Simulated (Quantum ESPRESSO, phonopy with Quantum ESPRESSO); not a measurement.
# Grüneisen parameters and expansion of BAs (F-43m), part 6 of 9

Wanted: mode Grüneisen parameters of BAs and a free-energy fit over volumes.

Measurements to reproduce:
- volume expansion coefficient 11.55 1e-6/K near room temperature (given in “Basic Physical Properties of Cubic Boron Arsenide (three times its linear coefficient)”, 2019, arxiv:1911.11281)
- volume expansion coefficient 10.8 1e-6/K near room temperature (given in “Thermal expansion coefficients of high thermal conducting BAs and BP materials (three times its linear coefficient)”, 2019, arxiv:1906.04101)

Quantum ESPRESSO 7.5; DFT PBE+D3(BJ), scalar-relativistic, plane waves, GBRV ultrasoft pseudopotentials.

So far. Step 6 (Born charges and dielectric tensor): The Born charges sum to zero within 0.0036 e; the rest is removed before use. Acoustic frequencies in this log differ from zero by the error of the sum rule, which ph.x does not impose. Step 7 (Forces on a displaced cell): At this level the gap is 1.22 eV on the k-mesh of the self-consistent run, which can miss the band edges.

## (9) Lattice dynamics at this volume, V/V0 1

This step: DFT PBE+D3(BJ), scalar-relativistic, plane waves, GBRV ultrasoft pseudopotentials (phonopy with Quantum ESPRESSO 4.10.0 / 7.5).

Wall time 12 min (8 threads of Arm Neoverse V2, shared host); 1.6 h of CPU time.

This step gave:

- point group: -43m
- highest frequency: 731.3 cm⁻¹
- Debye temperature from the second moment: 930 K
- lowest frequency on the path: 0 cm⁻¹
- zero-point energy: 0.1638 eV/cell
- Γ frequencies: 0, 0, 0, 698.9, 698.9, 698.9 cm⁻¹ (negative: imaginary)

Phonopy, LO-TO term from ph.x's tensors. Phonon branches along the path, in cm⁻¹:

```tsv
point	branch 1	branch 2	branch 3	branch 4	branch 5	branch 6
Γ	0	0	0	699	699	703
halfway	150	150	232	666	666	721
X	188	188	319	623	623	731
halfway	188	207	312	624	627	727
U	185	243	290	627	637	718
jump to K	185	243	290	627	637	718
halfway	132	171	237	672	678	706
Γ	0	0	0	699	699	703
halfway	110	110	224	684	684	706
L	138	138	310	670	670	704
halfway	173	214	292	643	656	708
W	212	249	274	623	641	712
halfway	201	211	304	623	631	723
X	188	188	319	623	623	731
```

The phonon branches as a text plot (rows in cm⁻¹):

```
    716 |********************************************************
    686 |*****                  *****************
    655 |     ****         *****                 **********
    625 |         **********                           **********
    594 |
    564 |
    533 |
    503 |
    472 |
    442 |
    411 |
    381 |
    350 |
    320 |          ******                       *****         ***
    289 |         *      **                    *     ****  ***
    259 |       **         *****             **         ***
    229 |     **        *** **  *           *         **   **
    198 |    *     ********   ** **                  * **********
    168 |       ***        ******          *        ***
    137 |  ** **                *****    **  ********
    107 |    *                   ****       *
     76 | ***                      ***  ****
     46 | *                          *  *
     15 |*                            **
         Γ           X  U|K            Γ         L        W     X
```

Harmonic. Thermo, by row:

```tsv
T (K)	F_vib (meV/atom)	S (J/mol-atom/K)	C_V (J/mol-atom/K)
0	81.93	0	0
50	81.86	0.563	1.795
100	80.92	3.299	6.461
150	78.36	6.586	9.831
200	74.11	9.811	12.66
250	68.22	12.9	15.07
300	60.76	15.83	17.01
350	51.84	18.57	18.52
400	41.55	21.12	19.68
450	29.98	23.5	20.58
500	17.22	25.7	21.28
550	3.37	27.76	21.83
600	-11.52	29.68	22.27
650	-27.37	31.47	22.63
700	-44.12	33.16	22.92
750	-61.72	34.75	23.16
800	-80.12	36.25	23.36
850	-99.28	37.67	23.53
900	-119.2	39.02	23.68
950	-139.7	40.31	23.8
1000	-160.9	41.53	23.91
```

The modes has structure finer than the step of the table below, so its rows give means over 25 cm⁻¹, whole bins alone (the curve runs from -10 to 763 cm⁻¹). Peaks (cm⁻¹: height): As 184.5: 0.0237, 286.6: 0.0227, 665.9: 0.00304; B 656.2: 0.0337, 709.7: 0.0476.

Phonopy on the run's constants, 21x21x21 mesh, Gaussian sigma 5.5 cm⁻¹. Modes against wavenumber; means over each step; values in 1/cm⁻¹/cell:

```tsv
wavenumber (cm⁻¹)	As	B
25	1.2e-4	1.7e-5
50	5.2e-4	7.2e-5
75	0.00127	1.7e-4
100	0.00276	3.5e-4
125	0.00670	7.9e-4
150	0.0144	0.00153
175	0.0205	0.00185
200	0.0169	0.00127
225	0.0106	6.7e-4
250	0.00855	4.5e-4
275	0.0160	3.3e-4
300	0.0130	1.5e-4
325	9.0e-4	3.6e-6
350	0	0
375	0	0
400	0	0
425	0	0
450	0	0
475	0	0
500	0	0
525	0	0
550	0	0
575	0	0
600	7.8e-6	9.7e-5
625	9.5e-4	0.0160
650	0.00224	0.0325
675	0.00231	0.0221
700	0.00145	0.0235
725	6.9e-4	0.0179
750	2.6e-6	1.8e-4
```

No LO-TO term. Modes at Γ, with each element's share of the kinetic energy:

```tsv
mode	frequency (cm⁻¹)	symmetry	B %	As %
1	0.0	T2	13	87
2	0.0	T2	13	87
3	0.0	T2	13	87
4	698.9	T2	87	13
5	698.9	T2	87	13
6	698.9	T2	87	13
```

Displacements in mode 4 (698.9 cm⁻¹), the largest set to 1:
```
B1   0.00  1.00 -0.03
As2  0.00 -0.14  0.01
```

No mode is imaginary beyond numerical noise along the path.

The time given is that of the 2 pw.x runs on displaced cells behind this step.

The supercell is 8.3 Å across at its narrowest and was not tested against a larger one: only its own wavevectors are exact, and acoustic branches between them, with the entropy at low temperature, can be off.

## (10) Self-consistent run, V/V0 1.015

A tight ground state at this cell gives the energy of this member; its pressure is the stress at this cutoff, which can carry an offset from the finite basis.

This step: DFT PBE+D3(BJ), scalar-relativistic, plane waves, GBRV ultrasoft pseudopotentials (Quantum ESPRESSO 7.5).

System of this step: BAs. It takes space group F-43m (No. 216, cubic). The conventional cell has a = 4.799 Å, b = 4.799 Å, c = 4.799 Å, α = 90.00°, β = 90.00°, γ = 90.00°. B has 4 As at 2.08 Å nearest. Nearest to As lie 4 B at 2.08 Å. Farther neighbours are not listed.

The input, scf.in:

```
&CONTROL
  calculation = 'scf'
  prefix      = 'x'
  outdir      = './tmp'
  pseudo_dir  = './pseudo'
  tprnfor     = .true.
  tstress     = .true.
/
&SYSTEM
  ibrav           = 0
  nat             = 2
  ntyp            = 2
  ecutwfc         = 40.0
  ecutrho         = 240.0
  occupations     = 'fixed'
  nbnd            = 6
  vdw_corr        = 'grimme-d3'
  dftd3_version   = 4
  dftd3_threebody = .false.
/
&ELECTRONS
  conv_thr         = 1.0d-12
  mixing_beta      = 0.7
  electron_maxstep = 100
/
ATOMIC_SPECIES
 B      10.8100  B.upf
 As     74.9216  As.upf
CELL_PARAMETERS angstrom
     0.000000000    2.399424404    2.399424404
     2.399424404    0.000000000    2.399424404
     2.399424404    2.399424404    0.000000000
ATOMIC_POSITIONS crystal
 B      0.000000000   0.000000000   0.000000000
 As     0.250000000   0.250000000   0.250000000
K_POINTS automatic
 12 12 12 0 0 0
```

Started as:

```
OMP_NUM_THREADS=1 mpirun -n 8 pw.x -nk 8 -in scf.in > scf.out
```

Log:

```text
[banner, memory and clock lines left out]
Program PWSCF v.7.5

     Message from routine setup:
     using ibrav=0 with symmetry is DISCOURAGED, use correct ibrav instead

     G-vector sticks info

     bravais-lattice index     =            0
     lattice parameter (alat)  =       6.4124  a.u.
     unit-cell volume          =     186.4437 (a.u.)^3
     number of atoms/cell      =            2
     number of atomic types    =            2
     number of electrons       =         8.00
[...]
atom    2 type  2   force =     0.00000000    0.00000000    0.00000000

     Total force =     0.000000     Total SCF correction =     0.000000

     Computing stress (Cartesian axis) and pressure

          total   stress  (Ry/bohr**3)                   (kbar)     P=      -20.15
[...]
-0.00000000  -0.00013696  -0.00000000           -0.00      -20.15       -0.00
  -0.00000000  -0.00000000  -0.00013696           -0.00       -0.00      -20.15

     XML data file, charge density, pseudopotentials, collected wavefunctions
[key lines of the parts left out:]
!    total energy              =     -46.71486913 Ry
convergence has been achieved in  12 iterations
```

Wall time 2.4 s (8 MPI ranks); 18 s of CPU time.

At this level the gap is 1.20 eV on the k-mesh of the self-consistent run, which can miss the band edges.

## (11) Ph1.015 field d3hess

The input, d3hess.in:

```
&INPUT
  prefix = 'x'
  outdir = './tmp'
  step   = 0.001
/
```

Started as:

```
d3hess.x -in d3hess.in > d3hess.out
```

Log:

```text
[banner, memory and clock lines left out]
Program d3hess v.7.5

     ./tmp/x.save/

     IMPORTANT: XC functional enforced from input :
     Exchange-correlation= PBE
                           (   1   4   3   4   0   0   0)
     Any further DFT definition will be discarded
     Please, verify this is what you really want

     G-vector sticks info

     Differentiation step:           0.001000000000
     DFT-D3 version:    4
     DFT-D3 threebody: F
     Using a general (and memory consuming) algorithm for any q

 |G(force)| =   9.9018856162670608E-003  supercell gradient
[...]
|H(unit cell)| =   9.7131603163053995E-007
[...]
|H(unit cell)| =   9.7131603162300072E-007
     Displacement step:    2   3  -1

 |G(force)| =   9.9027299903706543E-003  supercell gradient
 |G(force)| =   4.9561012797439553E-007  supercell gradient for atoms in the unit cell
 |G(force)| =   4.9561012797439553E-007  unit cell gradient
     Displacement step:    2   3   1

 |G(force)| =   9.9020007711453865E-003  supercell gradient
 |G(force)| =   4.8284202516143806E-007  supercell gradient for atoms in the unit cell
 |G(force)| =   4.8284202516143806E-007  unit cell gradient
 |H(unit cell)| =   9.7131603162249123E-007

     Writing Hessian on file: ./tmp/x.hess
```

The job ended after 2.1 s (1 thread).

## (12) Zone-centre response

In a polar crystal the Born charges and ε∞ give the long-range dipole term that a finite supercell misses. They are those of this k-mesh and were not tested on a denser one; where the gap is small they converge slowly, and the LO modes with them.

The input, ph.in:

```
phonons
&INPUTPH
  prefix = 'x'
  outdir = './tmp'
  fildyn = 'x.dyn'
  tr2_ph = 1.0d-18
  epsil  = .true.
/
0.000000000 0.000000000 0.000000000
```

scf.in is that of step 10.

Started as:

```
OMP_NUM_THREADS=1 mpirun -n 8 ph.x -nk 8 -in ph.in > ph.out
```

Log:

```text
[banner, memory and clock lines left out]
Program PHONON v.7.5

     ./tmp/x.save/

     IMPORTANT: XC functional enforced from input :
     Exchange-correlation= PBE
                           (   1   4   3   4   0   0   0)
     Any further DFT definition will be discarded
     Please, verify this is what you really want

     G-vector sticks info

     Reading collected, re-writing distributed wavefunctions in ./tmp/

     Number and degeneracy of irreps per q-point
       N         xq(1)         xq(2)         xq(3)   N irreps
[...]
freq (    1) =       0.361386 [THz] =      12.054544 [cm-1]
     freq (    2) =       0.361386 [THz] =      12.054544 [cm-1]
     freq (    3) =       0.361386 [THz] =      12.054544 [cm-1]
     freq (    4) =      20.644785 [THz] =     688.635889 [cm-1]
     freq (    5) =      20.644785 [THz] =     688.635889 [cm-1]
     freq (    6) =      20.644785 [THz] =     688.635889 [cm-1]
 **************************************************************************

     Mode symmetry, T_d (-43m)  point group:

     freq (   1-   3) =         12.1  [cm-1]   --> T_2  G_15 P_4   I+R
     freq (   4-   6) =        688.6  [cm-1]   --> T_2  G_15 P_4   I+R
```

It took 18 s on 8 MPI ranks.

The Born charges sum to zero within 0.0037 e; the rest is removed before use. Acoustic frequencies in this log differ from zero by the error of the sum rule, which ph.x does not impose.

## (13) Forces on a displaced cell

One atom (for the harmonic constants) or a pair of atoms (for the cubic ones) is moved by a few hundredths of an ångström; the forces on all atoms give a column of force constants. The threshold is tight because the forces are small.

System of this step: BAs. The cell holds 54 atoms: 27 B and 27 As. Cell: a = 10.180 Å, b = 10.180 Å, c = 10.180 Å, α = 60.0°, β = 60.0°, γ = 60.0°. It derives from BAs, repeated 3×3×3.

The input, disp-00001.in:

```
&CONTROL
  calculation = 'scf'
  prefix      = 'x'
  outdir      = './tmp'
  pseudo_dir  = './pseudo'
  tprnfor     = .true.
  disk_io     = 'none'
/
&SYSTEM
  ibrav           = 0
  nat             = 54
  ntyp            = 2
  ecutwfc         = 40.0
  ecutrho         = 240.0
  occupations     = 'fixed'
  nbnd            = 110
  vdw_corr        = 'grimme-d3'
  dftd3_version   = 4
  dftd3_threebody = .false.
/
&ELECTRONS
  conv_thr         = 1.0d-11
  mixing_beta      = 0.7
  electron_maxstep = 100
/
ATOMIC_SPECIES
 B      10.8100  B.upf
 As     74.9216  As.upf
CELL_PARAMETERS angstrom
     0.000000000    7.198273213    7.198273213
     7.198273213    0.000000000    7.198273213
     7.198273213    7.198273213    0.000000000
ATOMIC_POSITIONS crystal
 B      0.001964657   0.000000000   0.000000000
 B      0.333333333   0.000000000   0.000000000
 B      0.666666667   0.000000000   0.000000000
 B      0.000000000   0.333333333   0.000000000
 B      0.333333333   0.333333333   0.000000000
 B      0.666666667   0.333333333   0.000000000
 B      0.000000000   0.666666667   0.000000000
 B      0.333333333   0.666666667   0.000000000
 B      0.666666667   0.666666667   0.000000000
 B      0.000000000   0.000000000   0.333333333
 B      0.333333333   0.000000000   0.333333333
 B      0.666666667   0.000000000   0.333333333
 B      0.000000000   0.333333333   0.333333333
 B      0.333333333   0.333333333   0.333333333
 B      0.666666667   0.333333333   0.333333333
 B      0.000000000   0.666666667   0.333333333
 B      0.333333333   0.666666667   0.333333333
 B      0.666666667   0.666666667   0.333333333
 B      0.000000000   0.000000000   0.666666667
 B      0.333333333   0.000000000   0.666666667
 B      0.666666667   0.000000000   0.666666667
 B      0.000000000   0.333333333   0.666666667
 B      0.333333333   0.333333333   0.666666667
 B      0.666666667   0.333333333   0.666666667
 B      0.000000000   0.666666667   0.666666667
 B      0.333333333   0.666666667   0.666666667
 B      0.666666667   0.666666667   0.666666667
 As     0.083333333   0.083333333   0.083333333
 As     0.416666667   0.083333333   0.083333333
 As     0.750000000   0.083333333   0.083333333
 As     0.083333333   0.416666667   0.083333333
 As     0.416666667   0.416666667   0.083333333
 As     0.750000000   0.416666667   0.083333333
 As     0.083333333   0.750000000   0.083333333
 As     0.416666667   0.750000000   0.083333333
 As     0.750000000   0.750000000   0.083333333
 As     0.083333333   0.083333333   0.416666667
 As     0.416666667   0.083333333   0.416666667
 As     0.750000000   0.083333333   0.416666667
 As     0.083333333   0.416666667   0.416666667
 As     0.416666667   0.416666667   0.416666667
 As     0.750000000   0.416666667   0.416666667
 As     0.083333333   0.750000000   0.416666667
 As     0.416666667   0.750000000   0.416666667
 As     0.750000000   0.750000000   0.416666667
 As     0.083333333   0.083333333   0.750000000
 As     0.416666667   0.083333333   0.750000000
 As     0.750000000   0.083333333   0.750000000
 As     0.083333333   0.416666667   0.750000000
 As     0.416666667   0.416666667   0.750000000
 As     0.750000000   0.416666667   0.750000000
 As     0.083333333   0.750000000   0.750000000
 As     0.416666667   0.750000000   0.750000000
 As     0.750000000   0.750000000   0.750000000
K_POINTS automatic
 3 3 3 0 0 0
```

Started as:

```
OMP_NUM_THREADS=1 mpirun -n 4 pw.x -nk 4 -in disp-00001.in > disp-00001.out
```

Log:

```text
[banner, memory and clock lines left out]
Program PWSCF v.7.5

     Message from routine setup:
     using ibrav=0 with symmetry is DISCOURAGED, use correct ibrav instead

     G-vector sticks info

     bravais-lattice index     =            0
     lattice parameter (alat)  =      19.2372  a.u.
     unit-cell volume          =    5033.9810 (a.u.)^3
     number of atoms/cell      =           54
     number of atomic types    =            2
     number of electrons       =       216.00
[...]
atom    1 type  1   force =    -0.00033616   -0.00903670   -0.00903670
     atom    2 type  1   force =     0.00021207    0.00028801    0.00028801
     atom    3 type  1   force =    -0.00020790    0.00027370    0.00027370
[...]
atom   53 type  2   force =     0.00007754   -0.00000779   -0.00000779
     atom   54 type  2   force =     0.00000001   -0.00002429   -0.00002429

     Total force =     0.015089     Total SCF correction =     0.000001
     Message from routine punch:
     Nothing written, as per user request (disk_io='none')
[key lines of the parts left out:]
!    total energy              =   -1261.29937526 Ry
convergence has been achieved in  18 iterations
```

The job ended after 13 min (4 MPI ranks).

## (14) Phonons, V/V0 1.015

This step: DFT PBE+D3(BJ), scalar-relativistic, plane waves, GBRV ultrasoft pseudopotentials (phonopy with Quantum ESPRESSO 4.10.0 / 7.5).

The job ended after 13 min (8 threads).

Phonopy, LO-TO term from ph.x's tensors. The phonon branches at the labelled points (cm⁻¹):

```tsv
point	branch 1	branch 2	branch 3	branch 4	branch 5	branch 6
Γ	0	0	0	688	688	692
halfway	149	149	228	654	654	710
X	188	188	314	609	609	719
halfway	188	206	307	610	613	715
U	185	241	286	614	623	704
jump to K	185	241	286	614	623	704
halfway	131	169	233	661	667	694
Γ	0	0	0	688	688	692
halfway	110	110	220	673	673	695
L	138	138	305	658	658	692
halfway	173	213	288	631	644	695
W	211	247	269	608	629	698
halfway	200	210	300	609	618	710
X	188	188	314	609	609	719
```

The phonon branches as a text plot (rows in cm⁻¹):

```
    704 |********************************************************
    674 |*****                  ****************
    644 |     ****         *****                **********
    614 |         **********                           **********
    584 |
    554 |
    524 |
    495 |
    465 |
    435 |
    405 |
    375 |
    345 |
    315 |          ******                       *****         ***
    285 |         *      **                    *     ****  ***
    255 |       **        ******             **         ****
    225 |     **        **  **  *           *         **  ****
    195 |    *    *********   ** **                  * ***  *****
    165 |       **         ******          *        ***
    135 |  *****                *****    **  ********
    105 |                        ****       *
     75 | ***                      ***  ****
     45 | *                          *  *
     15 |*                            **
         Γ           X  U|K            Γ         L        W     X
```

No mode is imaginary beyond numerical noise along the path. The highest zone-centre mode (no LO–TO term) moved by -1.5 % for a volume change of +1.5 %.

The time given is that of the 2 pw.x runs on displaced cells behind this step.

## (15) Ground state at this cell, V/V0 0.985

A tight ground state at this cell gives the energy of this member; its pressure is the stress at this cutoff, which can carry an offset from the finite basis.

This step: DFT PBE+D3(BJ), scalar-relativistic, plane waves, GBRV ultrasoft pseudopotentials (Quantum ESPRESSO 7.5).

System of this step: BAs. The structure is cubic, space group F-43m (No. 216). The conventional cell has a = 4.751 Å, b = 4.751 Å, c = 4.751 Å, α = 90.00°, β = 90.00°, γ = 90.00°. B has 4 As at 2.06 Å nearest. As has 4 B at 2.06 Å nearest. Farther neighbours are not listed.

scf.in: that of step 12 with these lines changed.

```diff
@@ -29,5 +29,5 @@
 CELL_PARAMETERS angstrom
-     0.000000000    2.399424404    2.399424404
-     2.399424404    0.000000000    2.399424404
-     2.399424404    2.399424404    0.000000000
+     0.000000000    2.375547951    2.375547951
+     2.375547951    0.000000000    2.375547951
+     2.375547951    2.375547951    0.000000000
 ATOMIC_POSITIONS crystal
```

Started as:

```
OMP_NUM_THREADS=1 mpirun -n 8 pw.x -nk 8 -in scf.in > scf.out
```

Log:

```text
[banner, memory and clock lines left out]
Program PWSCF v.7.5

     Message from routine setup:
     using ibrav=0 with symmetry is DISCOURAGED, use correct ibrav instead

     G-vector sticks info

     bravais-lattice index     =            0
     lattice parameter (alat)  =       6.3486  a.u.
     unit-cell volume          =     180.9331 (a.u.)^3
     number of atoms/cell      =            2
     number of atomic types    =            2
     number of electrons       =         8.00
[...]
atom    2 type  2   force =     0.00000000    0.00000000    0.00000000

     Total force =     0.000000     Total SCF correction =     0.000000

     Computing stress (Cartesian axis) and pressure

          total   stress  (Ry/bohr**3)                   (kbar)     P=       21.79
[...]
-0.00000000   0.00014811  -0.00000000           -0.00       21.79       -0.00
  -0.00000000  -0.00000000   0.00014811           -0.00       -0.00       21.79

     XML data file, charge density, pseudopotentials, collected wavefunctions
[key lines of the parts left out:]
!    total energy              =     -46.71483924 Ry
convergence has been achieved in  12 iterations
```

It took 2 s on 8 MPI ranks.

The run ends at a pressure of 2.18 GPa.

## (16) Ph0.985 field d3hess

d3hess.in is that of step 11.

Started as:

```
d3hess.x -in d3hess.in > d3hess.out
```

Log:

```text
[banner, memory and clock lines left out]
Program d3hess v.7.5

     ./tmp/x.save/

     IMPORTANT: XC functional enforced from input :
     Exchange-correlation= PBE
                           (   1   4   3   4   0   0   0)
     Any further DFT definition will be discarded
     Please, verify this is what you really want

     G-vector sticks info

     Differentiation step:           0.001000000000
     DFT-D3 version:    4
     DFT-D3 threebody: F
     Using a general (and memory consuming) algorithm for any q

 |G(force)| =   9.9338970195392198E-003  supercell gradient
[...]
|H(unit cell)| =   5.7639702864268531E-007
[...]
|H(unit cell)| =   5.7639702863877139E-007
     Displacement step:    2   3  -1

 |G(force)| =   9.9346890382733116E-003  supercell gradient
 |G(force)| =   2.9755351701533232E-007  supercell gradient for atoms in the unit cell
 |G(force)| =   2.9755351701533232E-007  unit cell gradient
     Displacement step:    2   3   1

 |G(force)| =   9.9336697636624588E-003  supercell gradient
 |G(force)| =   2.8538825196413324E-007  supercell gradient for atoms in the unit cell
 |G(force)| =   2.8538825196413324E-007  unit cell gradient
 |H(unit cell)| =   5.7639702864020965E-007

     Writing Hessian on file: ./tmp/x.hess
```

The job ended after 2 s (1 thread).

[end of part 6 of 9]

[Logs are printed without paths, hosts, clocks, repeated set-up lines and the standing remarks that a program may print on its own settings, such as how far it seeks lower states.]

[Hosts, paths, dates, database ids (printed as entryN), source tags and the programs' standing remarks are cut or masked in the printed files.]

[A step with changed settings may run another functional than the one named; its input shows which.]

[Of the runs on displaced cells, only some may be shown.]
